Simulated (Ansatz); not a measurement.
# SnOs (built on the sites of a database entry of ZrRu): relaxing the cell for a phonon run

Task: relax SnOs (built on the sites of a database entry of ZrRu) tightly.

Program: Ansatz 0.2.0. Level of theory: DFT PBE, scalar-relativistic, plane waves, norm-conserving pseudopotentials. Results are calculated unless marked as measured.

This is a report of a sequence of runs, with most program output left out.

The structure was built from a prototype and need not be the compound's stable phase.

## Step 1: Set-up

It takes space group Pm-3m (No. 221, cubic). The conventional cell has a = 2.923 Å, b = 2.923 Å, c = 2.923 Å, α = 90.00°, β = 90.00°, γ = 90.00°. Nearest to Sn lie 8 Os at 2.53 Å. Nearest to Os lie 8 Sn at 2.53 Å. Farther neighbours are not listed.

Structure file:

```cif
data_structure
_symmetry_space_group_name_H-M 'Pm-3m'
_symmetry_Int_Tables_number 221
_cell_length_a 2.9229
_cell_length_b 2.9229
_cell_length_c 2.9229
_cell_angle_alpha 90.000
_cell_angle_beta 90.000
_cell_angle_gamma 90.000
_cell_volume 24.97
loop_
_atom_site_label
_atom_site_type_symbol
_atom_site_symmetry_multiplicity
_atom_site_Wyckoff_symbol
_atom_site_fract_x
_atom_site_fract_y
_atom_site_fract_z
_atom_site_occupancy
Sn1 Sn 1 b 0.50000 0.50000 0.50000 1
Os1 Os 1 a 0.00000 0.00000 0.00000 1
```

## Step 2: Probe on a coarse mesh

A quick single point on a coarse mesh tells whether the cell has a gap and how far it is from rest, which sets the k mesh and smearing that follow.

The input, input.yaml:

```yaml
crystal:
  lattice:
    - [2.92291, 0.0, 0.0]
    - [0.0, 2.92291, 0.0]
    - [0.0, 0.0, 2.92291]
  atoms:
    - { symbol: Sn, position: [0.5, 0.5, 0.5] }
    - { symbol: Os, position: [0.0, 0.0, 0.0] }
kpoints:
  mp_grid: { grid: [6, 6, 6] }
hamiltonian:
  xc: pbe
  pseudopotentials: { kind: nc }
scf:
  occupations: { method: gaussian, width: 0.1 }
output:
  forces: true
  stress: true
  eigenvalues: true
```

The run is started by

```
> ansatz run input.yaml --threads 4 --pin off --max-ram 7168MiB --backend cpu --events-out ev --progress --plain --runs-dir out
```

Run time: 0.88 s. Hardware: 4 threads of Arm Neoverse V2, shared host; peak memory 0.3 GiB.

Numbers from this step:

- pressure: 139.1 GPa
- volume per atom: 12.49 Å³
- gap on the k-mesh: 0 eV

The coarse mesh shows no gap and a pressure of 139.1 GPa.

## Step 3: Rough relaxation

A rough relaxation comes first, because large forces or stress need no tight tolerances yet.

input.yaml: that of step 2 with these lines changed.

```diff
@@ -19 +19,6 @@
   eigenvalues: true
+relax:
+  adjacent_minimum: "off"
+  f_tol: 0.05
+  max_steps: 80
+  cell: { stress_tol: 0.5 }
```

Elapsed: 7.4 s, on 4 threads; peak memory 0.35 GiB; 26 s of CPU time.

The steps of the relaxation:

| step | energy less that of the first step (eV) | largest force component (eV/Å) | pressure (GPa) | volume (Å³) |
| --- | --- | --- | --- | --- |
| 1 | 0.0000 | 0.0000 | 139.10 | 24.97 |
| 2 | -2.2136 | 0.0000 | 55.25 | 28.80 |
| 3 | -2.8967 | 0.0000 | 15.74 | 32.03 |
| 4 | -2.9803 | 0.0000 | 2.63 | 33.53 |
| 5 | -2.9830 | 0.0000 | -0.05 | 33.87 |
| 6* | -3.0408 | 0.0000 | 3.93 | 33.87 |
| 7 | -3.0483 | 0.0000 | 0.81 | 34.39 |
| 8 | -3.0487 | 0.0000 | 0.07 | 34.52 |
| 9* | -3.0487 | 0.0000 | 0.06 | 34.52 |

Relaxation steps marked * repeat the geometry before them on a plane-wave basis chosen anew for their cell, so energy and pressure can jump there.

Forces are held to the 48 operations that the run works with; a distortion that breaks them can't arise in this run.

| conventional cell, symmetrised | before | after | change |
| --- | --- | --- | --- |
| a (Å) | 2.923 | 3.256 | +11.4 % |
| b (Å) | 2.923 | 3.256 | +11.4 % |
| c (Å) | 2.923 | 3.256 | +11.4 % |
| volume (Å³/atom) | 12.49 | 17.26 | +38.2 % |

Final coordinates:

```xyz
2
Lattice="3.2561 0.0000 0.0000 0.0000 3.2561 0.0000 0.0000 0.0000 3.2561" Properties=species:S:1:pos:R:3 pbc="T T T"
Sn    1.6281    1.6281    1.6281
Os    0.0000    0.0000    0.0000
```

Numbers from this step:

* pressure: 0.06056 GPa
* volume per atom: 17.26 Å³

In this step the volume went from 12.49 to 17.26 Å³/atom.

## Step 4: Bringing the structure to rest

The cell and atoms are relaxed, since residual forces and stress would shift the frequencies.

The input, input.yaml:

```yaml
crystal:
  lattice:
    - [3.2561303855, 0.0, 0.0]
    - [0.0, 3.2561303855, 0.0]
    - [0.0, 0.0, 3.2561303855]
  atoms:
    - { symbol: Sn, position: [0.5, 0.5, 0.5] }
    - { symbol: Os, position: [0.0, 0.0, 0.0] }
kpoints:
  mp_grid: { grid: [12, 12, 12] }
hamiltonian:
  xc: pbe
  pseudopotentials: { kind: nc }
scf:
  occupations: { method: gaussian, width: 0.1 }
output:
  forces: true
  stress: true
  eigenvalues: true
  write_density: true
  write_potential: true
  elf: true
  volumetric_format: npy
relax:
  adjacent_minimum: "off"
  f_tol: 0.005
  max_steps: 80
  cell: { stress_tol: 0.05 }
```

Elapsed: 15 s, on 4 threads; peak memory 0.44 GiB.

Little changed from the start: no atom moved by 0.005 Å and no cell edge by 0.1 %.

Numbers from this step:

- pressure: -0.003554 GPa
- volume per atom: 17.23 Å³

ELF in the ac plane at fractional y = 0.000, with atoms of Os within 0.2 Å of it. It is the smooth field of the valence electrons, not physical close to the nuclei.

Ten even steps from '_' (0.02) to '@' (0.77), each cell a mean:
```
::++@@@@++--::--====--::--++@@@@++
%%@@@@##++------====------++##@@@@
####**++--------====--------++**##
----------------------------------
::--------------::::--------------
========------::::::::------======
========------::::::::------======
--------------::::::::------------
::::----------------------------::
++++++==--------------------==++++
@@@@@@##==------====------==##@@@@
==##@@@@++--::--====--::--++@@@@##
__..%%@@**--::--====--::--**@@%%..
```
Columns run along a (3.3 Å), rows up along c (3.3 Å). Atoms in or near the plane, at fractional coordinates: Os at (0.00, 0.00).

Electrostatic potential energy in the ac plane at fractional y = 0.000, with atoms of Os within 0.2 Å of it. With pseudopotentials it is smooth inside the atoms' cores, unlike the true potential.

Ten even steps from '_' (-155 eV) to '@' (21 eV), each cell a mean:
```
____::++%%@@@@@@@@@@@@@@@@%%++::__
::--++##%%@@@@@@@@@@@@@@@@%%##++--
**##%%%%@@@@@@@@@@@@@@@@@@@@%%%%##
@@@@@@@@@@@@@@@@@@@@@@@@@@@@@@@@@@
@@@@@@@@@@@@@@@@@@@@@@@@@@@@@@@@@@
@@@@@@@@@@@@@@@@@@@@@@@@@@@@@@@@@@
@@@@@@@@@@@@@@@@@@@@@@@@@@@@@@@@@@
@@@@@@@@@@@@@@@@@@@@@@@@@@@@@@@@@@
@@@@@@@@@@@@@@@@@@@@@@@@@@@@@@@@@@
##%%%%@@@@@@@@@@@@@@@@@@@@@@@@%%%%
--==**##%%@@@@@@@@@@@@@@@@%%##**==
____--**%%@@@@@@@@@@@@@@@@%%**--__
____..++##@@@@@@@@@@@@@@@@##++..__
```
Columns run along a (3.3 Å; values clipped at the 3rd and 97th percentile), rows up along c (3.3 Å). Atoms in or near the plane, at fractional coordinates: Os at (0.00, 0.00).

Valence density in the ac plane at fractional y = 0.000, with atoms of Os within 0.2 Å of it. It is the smooth field of the valence electrons, not physical close to the nuclei.

Ten even steps from '_' (0.2 e/Å³) to '@' (7.0 e/Å³), each cell a mean:
```
++##@@**::________________::**@@##
%%%%**--..________________..--**%%
==--::..____________________..::--
__________________________________
__________________________________
__________________________________
__________________________________
__________________________________
__________________________________
::::....____________________....::
%%##++--..________________..--++##
**%%@@++::________________::++@@%%
__==@@##::________________::##@@==
```
Columns run along a (3.3 Å), rows up along c (3.3 Å). Atoms in or near the plane, at fractional coordinates: Os at (0.00, 0.00).

In this step the volume went from 17.26 to 17.23 Å³/atom.

## Step 5: Relaxing to small forces for the phonons

Phonons need a cell at rest on their own settings, so the relaxation is repeated with tight tolerances on forces and stress on the k mesh and occupations of the first response run.

The input, input.yaml:

```yaml
crystal:
  lattice:
    - [3.2540939977, 0.0, 0.0]
    - [0.0, 3.2540939977, 0.0]
    - [0.0, 0.0, 3.2540939977]
  atoms:
    - { symbol: Sn, position: [0.5, 0.5, 0.5] }
    - { symbol: Os, position: [0.0, 0.0, 0.0] }
kpoints:
  mp_grid: { grid: [12, 12, 12] }
hamiltonian:
  xc: pbe
  pseudopotentials: { kind: nc }
scf:
  occupations: { method: methfessel_paxton, width: 0.15 }
output:
  forces: true
  stress: true
  eigenvalues: true
relax:
  adjacent_minimum: "off"
  f_tol: 0.001
  max_steps: 60
  cell: { stress_tol: 0.01 }
```

Elapsed: 13 s, on 4 threads; peak memory 0.44 GiB; 51 s of CPU time.

Little changed from the start: no atom moved by 0.005 Å and no cell edge by 0.1 %.

Numbers from this step:

```yaml
pressure: -5.33e-6 GPa
```

The forces vanish by symmetry and the pressure is 0.000 GPa, within the tolerances set. The cell now holds 17.23 Å³/atom.

## Step 6: Results

```json
{
 "space group after relaxation (within 0.01 Å)": "Pm-3m",
 "lattice constant a": "3.254 Å",
 "lattice constant b": "3.254 Å",
 "lattice constant c": "3.254 Å",
 "volume per atom": "17.2 Å³"
}
```

In words: The forces vanish by symmetry and the pressure is 0.000 GPa, within the tolerances set. The cell now holds 17.23 Å³/atom. The relaxation keeps the symmetry of its start, so it says nothing on stability against lower symmetry. Spin-orbit coupling is left out, which can matter for the heavy elements here. The starting cell was built on a prototype and not taken from a measurement, so the phase need not exist.

[Logs are printed without paths, hosts, clocks, repeated set-up lines and the standing remarks that a program may print on its own settings, such as how far it seeks lower states.]

[Hosts, paths, dates, database ids (printed as entryN), source tags and the programs' standing remarks are cut or masked in the printed files.]
